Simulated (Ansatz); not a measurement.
# Phonons of BPtW in the AlB2 type, part 2 of 3

Question: is the lattice of BPtW in the AlB2 type stable, and if so, what are its coupling constant and resistivity?

Ansatz 0.2.0; DFT PBE, scalar-relativistic, plane waves, PAW; PAW set soft_1.

So far. Step 2 (Rough relaxation): The largest force is now zero by symmetry and the largest stress component 0.22 GPa. Step 3 (Relaxing cell and atoms): The largest force is now zero by symmetry and the largest stress component 0.014 GPa. The relaxed cell has a = 3.815, c = 3.103 Å (conventional setting).

The structure was built from a prototype and need not be the compound's stable phase.

## Step 4: Relaxing tightly for phonons

No force is left; the cell is relaxed once more with another smearing and tight thresholds.

File input.yaml:

```yaml
crystal:
  lattice:
    - [3.8146366431, 3.1778e-06, 0.0]
    - [-1.9073210736, 3.3035706502, 0.0]
    - [0.0, 0.0, 3.1028223726]
  atoms:
    - { symbol: W, position: [0.0, 0.0, 0.0] }
    - { symbol: B, position: [0.3333333333, 0.6666666667, 0.5] }
    - { symbol: Pt, position: [0.6666666667, 0.3333333333, 0.5] }
kpoints:
  mp_grid: { grid: [9, 9, 10] }
hamiltonian:
  xc: pbe
  pseudopotentials: { kind: paw, azcp: { folder: soft_1 } }
scf:
  occupations: { method: methfessel_paxton, width: 0.2 }
output:
  forces: true
  stress: true
  eigenvalues: true
relax:
  adjacent_minimum: "off"
  f_tol: 0.001
  max_steps: 60
  cell: { stress_tol: 0.01 }
```

Command:

```sh
$ ansatz run input.yaml --threads 4 --pin off --max-ram 12288MiB --backend cpu --events-out ev --progress --plain --runs-dir out
```

Numbers of over 12 decimals in the logs are rounded to 6 here.

Output:

```text
[the first part of the log is left out]
  E_vxc        = -540.411092  (∫ρ·V_xc dr)
  E_paw        = -18139.448747  (= ΣΔE_a)
  E_vpaw       = -482.442783  (= ΣTr[D̂ρ^β])
  E_aug_tail   = 0.001216  (compensation charges beyond the density's cutoff)
  E_ewald      = -4167.898972
  E_smearing   = -0.004501  (= −TS)
  E_closure    = 0.000000  (closes the sum)
  Σ components = -23065.845597   (vs F -23065.845597, Δ=0.00e0)
[...]
--- Stress (GPa, compression-positive) ---
       -0.000442       0.000000       0.000000
        0.000000      -0.000442       0.000000
        0.000000       0.000000       0.000493
  P = ⅓ Tr σ = -0.0001 GPa (-0.001 kbar)
--- Band table (eV; the first three rows and the last of 72) ---
[...]
--- Relaxed structure (4 steps of the walk, 4 accepted, 1 SCFs on fresh bases) ---
[...]
cell:  # Å, volume = 39.1060 Å³
    - [3.813392, 3.1767596874378705e-6, 0]
    - [-1.906699, 3.302492, 0]
    - [0, 0, 3.105200]
  atoms:
    - { symbol: W, position: [0, 0, 0] }
    - { symbol: B, position: [0.333333, 0.666667, 0.500000] }
    - { symbol: Pt, position: [0.666667, 0.333333, 0.500000] }
```

Wall time 5.8 s (4 threads of AMD EPYC 7B13 (Zen 3), shared host); peak memory 0.49 GiB; 20 s of CPU time.

Little changed from the start: no atom moved by 0.005 Å and no cell edge by 0.1 %.

Numbers from this step:

| Item | Value |
| --- | --- |
| pressure | -1.31e-4 GPa |
| volume per atom | 13.04 Å³/atom |

The largest force is now zero by symmetry and the largest stress component 4.9e-4 GPa, small enough for phonons.

## Step 5: Phonons: q 2×2×2, k 6×6×6

Couplings are defined for a stable lattice alone, so phonons come first.

File input.yaml:

```yaml
crystal:
  lattice:
    - [3.8133916802, 3.1768e-06, 0.0]
    - [-1.9066985912, 3.3024924812, 0.0]
    - [0.0, 0.0, 3.1051995277]
  atoms:
    - { symbol: W, position: [0.0, 0.0, 0.0] }
    - { symbol: B, position: [0.3333333333, 0.6666666667, 0.5] }
    - { symbol: Pt, position: [0.6666666667, 0.3333333333, 0.5] }
kpoints:
  mp_grid: { grid: [6, 6, 6] }
hamiltonian:
  xc: pbe
  pseudopotentials: { kind: paw, azcp: { folder: soft_1 } }
scf:
  occupations: { method: methfessel_paxton, width: 0.2 }
output:
  eigenvalues: true
phonons:
  method: dfpt
  qmesh: [2, 2, 2]
  temperatures: { t_max: 1000, t_step: 50 }
  qpath:
    path:
      - [[0.0, 0.0, 0.0], [0.5, 0.0, 0.0], [0.33333333, 0.33333333, 0.0], [0.0, 0.0, 0.0], [0.0, 0.0, 0.5], [0.5, 0.0, 0.5], [0.33333333, 0.33333333, 0.5], [0.0, 0.0, 0.5]]
      - [[0.5, 0.0, 0.5], [0.5, 0.0, 0.0]]
      - [[0.33333333, 0.33333333, 0.5], [0.33333333, 0.33333333, 0.0]]
    npoints: 10
```

Output:

```text
[...]
Crystal: 3 atoms, lattice volume = 39.106 Å³
Basis set: ecut = 420 eV, 755 PW (Γ), exchange–correlation on 54×54×48 points (8 copies of the dense FFT grid, shifted against one another)
Bands: 22, of which v1, the nominal top of the filled ones, is band 18 counted from 1 (17 counted from 0)
Symmetry: 12 space group operations
k-points: 28 of 216 (time reversal used)
[...]
SCF iter   1: F=—  HF=-23067.715153 eV  |F-HF|=—  |Δ(HF+E_count)|=         —  Δρ=1.23e-1  dr2=8.47e0  ethr=3.10e-3  ⟨swp⟩=4.0  Hψ=2232  notcnv=0
[...]
SCF iter  10: F=-23065.848492 eV  HF=-23065.848492 eV  |F-HF|=0.00e0  |Δ(HF+E_count)|=  3.64e-12  S|Δr|=    0.00e0  Δρ=5.33e-8  dr2=6.20e-13  ethr=1.00e-12  ⟨swp⟩=5.7  Hψ=2575  notcnv=0
SCF 1 converged in 10 iterations: F = -23065.848492 eV  dr2 = 6.20e-13
[...]
phonons: the bands overlap, so this run is a metal and interpolates without the dipole-dipole term. If the crystal is really an insulator or semiconductor, its LO-TO splitting is missing
NSCF: frozen V_eff on 28 k-points
[...]
DFPT response loops at q = (0, 0, 0) (fractional): preconditioner auto → Kerker (q_TF=auto, 2.678 Å⁻¹) (partly filled bands, converged f_vac=0.000); β = 1.00, the filter's whole step (`scf.mixing.beta` (0.50) is not read by the response loops under this deck's `scf.mixing.preconditioner`; to damp them name `kerker` or `kerker_dos`, under which they read `scf.mixing.beta`, and type it under 1.00, their step now; both keys bind the ground state too); Broyden in place of MSR1
[...]
SCF converged after 10 iterations
Stability not checked: this state was not tested for a lower state beside it, because cold or Methfessel-Paxton smearing, or corrected tetrahedra, fill the levels in a way that the test cannot read (fill_not_monotonic; see scf.lower_state_search)
Free energy (F): -23065.848492 eV
[...]
Internal energy: -23065.853899 eV  (E = F + TS)
E sigma→0 (E₀):  -23065.849844 eV
Entropy (-TS):   0.005407 eV (1.802 meV/atom)
Fermi energy:    20.447797 eV
[...]
--- Band table (eV; the first three rows and the last of 28) ---
  k-point 0: bands = [... 14 lower, 18.3459, 18.3459, 18.5842, 21.8193, 21.8193, 22.0372, 24.8066, 26.6984]
  k-point 1: bands = [... 14 lower, 18.7468, 18.7468, 19.1548, 20.9059, 22.0978, 22.0978, 24.7764, 26.3626]
  k-point 2: bands = [... 14 lower, 19.0164, 19.9511, 19.9511, 21.7078, 22.3288, 22.3288, 24.4996, 25.1978]
  k-point 27: bands = [... 14 lower, 17.8376, 18.0801, 18.4752, 18.7008, 22.6595, 23.7461, 24.4559, 24.6629]
--- Phonons (Γ-DFPT): 6 representative perturbations + reference (Σ response iterations 19) ---
  ASR residual: 3.009e-5 → 0.000e0 eV/Å²; symmetrization residual: 2.866e-6 eV/Å²
  ASR residual per site (eV/Å²): 1.98e-6 1.91e-5 3.01e-5
  Γ frequencies (cm⁻¹): -21.92 0.00 0.00 0.00 167.28 192.59 192.59 484.13 484.13
--- Phonons (arbitrary-q DFPT): 4 irreducible q on the 2×2×2 mesh ---
  q = [0.0000, 0.0000, 0.0000] (star 1, of the zone-centre solve; hermiticity 2.50e-7, symmetrization 8.45e-9): -21.92 -0.00 0.00 0.00 167.28 192.59 192.59 484.13 484.13
  q = [0.0000, 0.0000, -0.5000] (star 1, 6 solved perturbations in 324 linear systems a pass and spin channel, the states on 80 of 216 k-point pairs; hermiticity 1.81e-7, symmetrization 6.02e-8): 35.76 129.24 129.24 139.21 139.21 163.13 223.06 473.08 473.08
[...]
sum rule: each row above includes the acoustic sum rule's correction from the zone centre's row sums; it moved no ω² by more than (0.69 cm⁻¹)²
  mesh force constants: q→R imaginary residual 3.23e-17; ASR residual 3.009e-5 → 0.000e0 eV/Å²; symmetrization residual 1.776e-14 eV/Å²
  interpolated dispersion: 93 rows × 9 modes
  density of states and harmonic sums: on the 20×20×20 q-mesh, interpolated from the force constants of a 2×2×2 supercell (no non-analytic term)
  largest difference from the sums on the solved wave vectors: F 1.50e-1 eV, S 2.02e-4 and C_V 5.25e-5 eV/K
  zero-point energy: 0.112061 eV/cell   skipped modes (ω ≤ 0): 493, of them read as no rigid motion or as one in doubt: 490 (1.017e0 modes/cell left out, lowest -112.68 cm⁻¹)   left out of the sums: 1.13e-1 of the cell's modes: C_V's classical limit lies that fraction below 3 k_B per atom; for a crystal, a wire or a layer, F and S can be off by more, and a phonons.interpolated_qmesh denser along its periods is the remedy for the sampling
```

It took 39 s on 4 threads; peak memory 0.62 GiB; 2.4 min of CPU time.

Numbers from this step:

| Item | Value |
| --- | --- |
| share of imaginary modes in the plain interpolation between solved wavevectors | 0.1123 |
| highest frequency, solved or plainly interpolated | 510.8 cm⁻¹ |

Solved on the 2×2×2 mesh alone; all other wavevectors are interpolated. The phonon branches at the labelled points (cm⁻¹):

```
    point  branch 1  branch 2  branch 3  branch 4  branch 5  branch 6  branch 7  branch 8  branch 9
        Γ       -22         0         0         0       167       193       193       484       484
  halfway       -48       -19        60        82       156       191       196       486       498
        M       -53       -19        77       120       144       181       198       489       511
  halfway       -42        36        79       122       139       158       211       492       511
        K       -24        58        81       129       132       135       217       495       511
  halfway       -49        -7        66        91       153       183       203       487       500
        Γ       -22         0         0         0       167       193       193       484       484
  halfway        54        72        72       157       159       177       177       479       479
        A        36       129       129       139       139       163       223       473       473
  halfway       -86       106       129       135       176       183       201       477       490
        L      -111        80       128       130       163       203       209       479       506
  halfway      -112        57       116       151       173       197       208       483       503
        H      -113        36       105       177       179       182       208       488       500
  halfway       -94        92       130       138       184       185       196       479       492
        A        36       129       129       139       139       163       223       473       473
jump to L      -111        80       128       130       163       203       209       479       506
  halfway       -70        64        75       129       178       179       200       484       508
        M       -53       -19        77       120       144       181       198       489       511
jump to H      -113        36       105       177       179       182       208       488       500
  halfway       -56        52        67       128       162       191       203       492       505
        K       -24        58        81       129       132       135       217       495       511
```

The phonon branches as a text plot (rows in cm⁻¹):

```
    498 | ****************          *************   *************
    472 |***            ******************    *********
    446 |
    420 |
    394 |
    368 |
    342 |
    316 |
    290 |
    264 |
    238 |
    212 |       *******         **************  *******   *******
    186 |*******      **********    **    *******   ***********
    160 |*****  **  ****************  ***** **   ***** ** *******
    134 |     ********       *   *********    ******  ** *   * **
    108 |    ****   ***     *  **  ***   *****  *   *   ****  * *
     82 |   ************      *       ***     **    ***  *  *  **
     56 |  **     ***  **   *****        **  *        ***    ** *
     30 |**      *   **  * **    **        **     **    * *** **
      4 |*      *         **
    -22 |*******  **   ****                             **      *
    -48 |  *******  *****          *             *     * *   *
    -74 |                           *           *     *
   -100 |                            ***********    **    ***
         Γ     M   K      Γ      A      L  H      A|L    M|H    K
```

Lowest modes at the softest wavevector of the mesh. The modes at q = (0.500, 0.500, 0.500) (shares of kinetic energy by element, %) (negative means imaginary):

```csv
mode,frequency (cm⁻¹),W %,B %,Pt %
1,-110.8,49,2,49
2,80.4,72,0,28
3,127.8,0,6,94
4,130.2,100,0,0
5,163.0,3,83,14
6,203.2,28,0,72
```

Displacements in mode 1 (-110.8 cm⁻¹), the largest set to 1, in the home cell:
```
W1  -0.89  0.51  0.00
B2   0.00  0.00 -0.87
Pt3  0.00  0.00 -1.00
```

Displacements in mode 4 (130.2 cm⁻¹), the largest set to 1, in the home cell:
```
W1  0.58 1.00 0.00
B2  0.00 0.00 0.00
Pt3 0.00 0.00 0.00
```

Among the solved wavevectors the lowest mode, translations apart, is -111 cm⁻¹, imaginary.

## Step 6: Phonons by linear response: q 3×3×2, k 6×6×8

An imaginary mode on so few k-points may come from the sampling, so the phonons are repeated with another q and k mesh.

input.yaml: that of step 5 with these lines changed.

```diff
@@ -10,3 +10,3 @@
 kpoints:
-  mp_grid: { grid: [6, 6, 6] }
+  mp_grid: { grid: [6, 6, 8] }
 hamiltonian:
@@ -20,3 +20,3 @@
   method: dfpt
-  qmesh: [2, 2, 2]
+  qmesh: [3, 3, 2]
   temperatures: { t_max: 1000, t_step: 50 }
```

Output:

```text
[...]
Crystal: 3 atoms, lattice volume = 39.106 Å³
Basis set: ecut = 420 eV, 755 PW (Γ), exchange–correlation on 54×54×48 points (8 copies of the dense FFT grid, shifted against one another)
Bands: 22, of which v1, the nominal top of the filled ones, is band 18 counted from 1 (17 counted from 0)
Symmetry: 12 space group operations
k-points: 35 of 288 (time reversal used)
[...]
SCF iter   1: F=—  HF=-23067.686228 eV  |F-HF|=—  |Δ(HF+E_count)|=         —  Δρ=1.23e-1  dr2=8.52e0  ethr=3.10e-3  ⟨swp⟩=4.1  Hψ=2798  notcnv=0
[...]
SCF iter  10: F=-23065.845594 eV  HF=-23065.845594 eV  |F-HF|=0.00e0  |Δ(HF+E_count)|=  1.09e-11  S|Δr|=    0.00e0  Δρ=9.30e-8  dr2=1.88e-12  ethr=1.00e-12  ⟨swp⟩=5.9  Hψ=3210  notcnv=0
SCF 1 converged in 10 iterations: F = -23065.845594 eV  dr2 = 1.88e-12
[...]
SCF converged after 10 iterations
[...]
Free energy (F): -23065.845594 eV
[...]
Internal energy: -23065.842594 eV  (E = F + TS)
E sigma→0 (E₀):  -23065.844844 eV
Entropy (-TS):   -0.003000 eV (-1.000 meV/atom)
Fermi energy:    20.421672 eV
[...]
--- Band table (eV; the first three rows and the last of 35) ---
  k-point 0: bands = [... 14 lower, 18.3521, 18.3521, 18.5655, 21.8054, 21.8054, 22.0298, 24.8082, 26.6940]
  k-point 1: bands = [... 14 lower, 18.5620, 18.5620, 18.9144, 21.2792, 21.9874, 21.9874, 24.8013, 26.5283]
  k-point 2: bands = [... 14 lower, 19.2791, 19.2791, 19.3062, 20.7387, 22.2672, 22.2672, 24.6713, 25.8326]
  k-point 34: bands = [... 14 lower, 17.8453, 18.0651, 18.4911, 18.7308, 22.6413, 23.7540, 24.4437, 24.6673]
[...]
ASR residual: 2.968e-5 → 0.000e0 eV/Å²; symmetrization residual: 2.873e-6 eV/Å²
  ASR residual per site (eV/Å²): 1.33e-5 1.89e-5 2.97e-5
  Γ frequencies (cm⁻¹): -80.23 0.00 0.00 0.00 149.63 177.89 177.89 477.29 477.29
--- Phonons (arbitrary-q DFPT): 6 irreducible q on the 3×3×2 mesh ---
[...]
interpolated dispersion: 93 rows × 9 modes
[...]
```

Run time: 89 s. Hardware: 4 threads; peak memory 0.77 GiB; 5.5 min of CPU time.

Numbers from this step:

* share of imaginary modes in the plain interpolation between solved wavevectors: 0.1233
* highest frequency, solved or plainly interpolated: 521.9 cm⁻¹

Solved on the 3×3×2 mesh alone; all other wavevectors are interpolated. Phonon branches along the path, in cm⁻¹:

```
    point  branch 1  branch 2  branch 3  branch 4  branch 5  branch 6  branch 7  branch 8  branch 9
        Γ       -80         0         0         0       150       178       178       477       477
  halfway       -96       -22        67        87       145       189       189       476       493
        M       -94       -17        70       127       138       178       194       484       511
  halfway       -92        34        70       124       133       155       210       484       517
        K       -87        58        65       122       128       137       217       485       522
  halfway       -98       -16        74        94       142       179       200       476       498
        Γ       -80         0         0         0       150       178       178       477       477
  halfway       -37        73        73       134       145       167       167       473       473
        A       -81       129       129       134       134       160       200       469       469
  halfway      -130        96       126       127       152       181       188       468       484
        L      -137        67       123       124       131       203       203       471       505
  halfway      -138        51        97       147       164       196       204       479       505
        H      -138        39        85       173       180       182       205       489       504
  halfway      -135        82       121       135       159       183       188       471       487
        A       -81       129       129       134       134       160       200       469       469
jump to L      -137        67       123       124       131       203       203       471       505
  halfway       -92        35        61       106       174       177       197       477       508
        M       -94       -17        70       127       138       178       194       484       511
jump to H      -138        39        85       173       180       182       205       489       504
  halfway       -83        15        43       122       158       190       203       487       513
        K       -87        58        65       122       128       137       217       485       522
```

The phonon branches as a text plot (rows in cm⁻¹):

```
    508 |    **********               ********      *************
    481 |********************************************************
    453 |
    426 |
    398 |
    370 |
    343 |
    315 |
    288 |
    260 |
    233 |
    205 |    ***********         ***  *********  ******* ********
    178 |********     ******** **  ***    ********   **********
    150 |******* **********************  **  *********  ** ******
    123 |    *********          *********     ********  **   * **
     95 |   *         **     ***    **   ***** **   ****  *   **
     67 |  **************   **        ****    *     ***  * **  **
     40 | *      ** **  **  *             ****        *** *****
     12 |*      *     *   **                            *    *
    -15 |*******       ***                               *
    -43 |                   ***                        *      *
    -70 |**               **   ***                 *   **    * *
    -98 |  ***************        **             **   *  *      *
   -125 |                           *************   **    ***
         Γ     M   K      Γ      A      L  H      A|L    M|H    K
```

Lowest modes at the softest wavevector of the mesh. The modes at q = (-0.333, -0.333, 0.500) (shares of kinetic energy by element, %) (negative means imaginary):

```
mode  frequency (cm⁻¹)  W %  B %  Pt %
   1            -137.6   44    0    56
   2              39.3   57    1    42
   3              85.1   62   38     0
   4             172.8    0    0   100
   5             179.5   38   62     0
   6             181.8   43    4    53
```

Displacements in mode 1 (-137.6 cm⁻¹), the largest set to 1, in the home cell (x, y, z of the real part, then of the imaginary part):
```
W1   0.56  0.32  0.00 -0.32  0.56  0.00
B2   0.00  0.00  0.00  0.00  0.00  0.00
Pt3  0.00  0.00  1.00  0.00  0.00  0.00
```

Displacements in mode 2 (39.3 cm⁻¹), the largest set to 1, in the home cell (x, y, z of the real part, then of the imaginary part):
```
W1   0.00  0.00  1.00  0.00  0.00  0.00
B2   0.00 -0.46  0.00  0.46  0.00  0.00
Pt3  0.51  0.29  0.00  0.29 -0.51  0.00
```

The modes has structure finer than the step of the table below, so its rows give means over 20 cm⁻¹, whole bins alone (the curve runs from -149 to 547 cm⁻¹). Peaks (cm⁻¹: height): B -91.7: 0.0132, 477.2: 0.0632, 503.5: 0.0317; Pt -131.1: 0.00725, 140.2: 0.0200, 192.8: 0.0314; W -91.7: 0.00647, 109.6: 0.0180, 184.0: 0.0250.

Phonopy on the run's constants, 17x17x19 mesh, Gaussian sigma 5.0 cm⁻¹. The modes by wavenumber; means over each step; values in 1/cm⁻¹/cell:

| wavenumber (cm⁻¹) | B | Pt | W |
| --- | --- | --- | --- |
| -120 | 0.00116 | 0.00545 | 0.00368 |
| -100 | 0.00694 | 0.00430 | 0.00455 |
| -80 | 0.00738 | 0.00265 | 0.00368 |
| -60 | 0.00104 | 6.3e-4 | 6.6e-4 |
| -40 | 3.3e-4 | 2.9e-4 | 4.2e-4 |
| -20 | 2.8e-4 | 0.00160 | 0.00180 |
| 0 | 1.5e-4 | 9.5e-4 | 0.00108 |
| 20 | 6.3e-4 | 0.00292 | 0.00340 |
| 40 | 0.00140 | 0.00616 | 0.00781 |
| 60 | 0.00334 | 0.00950 | 0.0140 |
| 80 | 0.00350 | 0.00793 | 0.0140 |
| 100 | 0.00513 | 0.00885 | 0.0150 |
| 120 | 0.00623 | 0.00960 | 0.0117 |
| 140 | 0.00588 | 0.0172 | 0.0115 |
| 160 | 0.00490 | 0.0138 | 0.0135 |
| 180 | 0.00361 | 0.0244 | 0.0220 |
| 200 | 0.00148 | 0.0235 | 0.0171 |
| 220 | 3.3e-5 | 0.00215 | 0.00115 |
| 240 | 0 | 2.6e-6 | 1.0e-6 |
| 260 | 0 | 0 | 0 |
| 280 | 0 | 0 | 0 |
| 300 | 0 | 0 | 0 |
| 320 | 0 | 0 | 0 |
| 340 | 0 | 0 | 0 |
| 360 | 0 | 0 | 0 |
| 380 | 0 | 0 | 0 |
| 400 | 0 | 0 | 0 |
| 420 | 0 | 0 | 0 |
| 440 | 1.7e-6 | 0 | 0 |
| 460 | 0.0104 | 4.0e-4 | 2.3e-6 |
| 480 | 0.0491 | 0.00153 | 1.6e-5 |
| 500 | 0.0271 | 0.00148 | 1.4e-5 |
| 520 | 0.00938 | 5.3e-4 | 2.8e-6 |

No LO-TO term; unit eigenvectors of the mass-weighted matrix. The modes at Γ (shares of kinetic energy by element, %) (negative means imaginary):

```
mode  frequency (cm⁻¹)  symmetry  W %  B %  Pt %
   1             -80.2      A2''   11   88     1
   2               0.0   unnamed   47    3    50
   3               0.0   unnamed   47    3    50
   4               0.0   unnamed   47    3    50
   5             149.6      A2''   42    9    49
   6             177.9        E'   53    4    43
   7             177.9        E'   53    4    43
   8             477.3        E'    0   93     7
   9             477.3        E'    0   93     7
```

Displacements in mode 1 (-80.2 cm⁻¹), the largest set to 1:
```
W1   0.00  0.00 -0.08
B2   0.00  0.00  1.00
Pt3  0.00  0.00  0.02
```

Displacements in mode 9 (477.3 cm⁻¹), the largest set to 1:
```
W1   0.00  0.01  0.00
B2   0.00  1.00  0.00
Pt3  0.00 -0.06  0.00
```

Among the solved wavevectors the lowest mode, translations apart, is -138 cm⁻¹, imaginary.

(Continued in part 3 of 3.)

[Logs are printed without paths, hosts, clocks, repeated set-up lines and the standing remarks that a program may print on its own settings, such as how far it seeks lower states.]

[Hosts, paths, dates, database ids (printed as entryN), source tags and the programs' standing remarks are cut or masked in the printed files.]
